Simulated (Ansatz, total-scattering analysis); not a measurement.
## Worked example: from partials to totals in amorphous 19GeSe2-81Se (mol %)

A simulated model of amorphous 19GeSe2-81Se (mol %) at 300 K, fixed volume (mean pressure 0.7 GPa), from ab initio molecular dynamics with Ansatz (PBE, plane waves, PAW set soft_1, Langevin thermostat, no spin, fixed volume). The average runs over 2.97 ps of 65 atoms, so shells between rare elements are rough. Mean temperature 289 K, largest m.s.d. 0.74 Å², energy drift -12 meV an atom (last third less first), Langevin friction 2 ps⁻¹; the first quarter of the run is discarded. Preparation: atoms packed at random with minimum distances, then 3.0 ps at 1400 K, 3.1 ps at 870 K and 3.1 ps at 460 K with a cheaper basis and a friction of 10 ps⁻¹ (mean temperature of the first stage 1398 K), too short to forget the start in full. So short a stretch relaxes bonds and nearest shells but still remembers its start. It is a glass that is still relaxing. A cell quenched within picoseconds keeps more over- and under-coordinated atoms than a real glass or film, so this is a model of such a quench. The potential energy falls by 12 meV an atom from the first to the last third of the average, so the sample is relaxing or ordering and this is no equilibrium average. Atom fractions Ge 0.1385, Se 0.8615; masses Ge 72.630, Se 78.971 u; density 4.2590 g/cm³; coherent lengths Ge 8.185, Se 7.97 fm. Faber–Ziman partials at a few Q:

| Q (Å⁻¹) | S Se–Se | S Ge–Se | S Ge–Ge |
| --- | --- | --- | --- |
| 2.10 | 1.269 | 0.757 | 1.994 |
| 3.00 | 0.840 | 1.183 | 0.233 |
| 3.50 | 1.422 | 1.362 | 1.142 |

The pair function g(SeSe), r in Å, every 0.06 Å up to its first minimum: 2.19 0.05, 2.25 0.62, 2.31 2.15, 2.37 3.68, 2.43 2.70, 2.49 1.54, 2.55 0.72, 2.61 0.39, 2.67 0.30, 2.73 0.22, 2.79 0.20.

**Tasks.** (a) The number density. (b) The neutron weights. (c) The neutron S(Q) at the listed Q. (d) The Bhatia–Thornton terms S_NN and S_CC there. (e) The number of Se around Se.

(a) The mean mass is 0.1385×72.630 + 0.8615×78.971 = 78.093 u, so ρ₀ = 4.2590/(78.093 × 1.66054) = 0.03284 Å⁻³.

(b) ⟨b⟩ = 0.1385×8.185 + 0.8615×7.97 = 8.000 fm. The weight of a pair is ci cj bi bj (2 − δij)/⟨b⟩²: Se–Se 0.737, Ge–Se 0.243, Ge–Ge 0.020; they sum to 1.000.

(c) S = 1 + Σ w (Sij − 1). At 2.10 Å⁻¹: 1 + 0.198 − 0.059 + 0.020 = 1.159; Se–Se pushes up most; Ge–Se pulls down most. At 3.00 Å⁻¹: 1 − 0.118 + 0.045 − 0.015 = 0.912; Ge–Se pushes up most; Se–Se pulls down most. At 3.50 Å⁻¹: 1 + 0.311 + 0.088 + 0.003 = 1.402; Se–Se pushes up most.

(d) S_NN = c₁²S₁₁ + c₂²S₂₂ + 2c₁c₂S₁₂ and S_CC = c₁c₂[1 + c₁c₂(S₁₁ + S₂₂ − 2S₁₂)], with 1 = Ge: 2.10 Å⁻¹: S_NN = 1.16, S_CC/(c₁c₂) = 1.21; 3.00 Å⁻¹: S_NN = 0.91, S_CC/(c₁c₂) = 0.85; 3.50 Å⁻¹: S_NN = 1.40, S_CC/(c₁c₂) = 0.98. A random mixture has S_CC/(c₁c₂) = 1; a value well above it means concentration waves of period 2π/Q: alternation near the main peak or below it, clustering toward Q = 0.

(e) n = 4πρ₀ c(Se) Σ r² g Δr. The sum Σ r² g over the listed points is 73.7 Å², so n = 4π × 0.03284 × 0.8615 × 73.7 × 0.06 = 1.57; counting pairs in the frames up to 2.82 Å gives 1.54; the coarse grid and the factor (N − 1)/N for like atoms account for the difference.
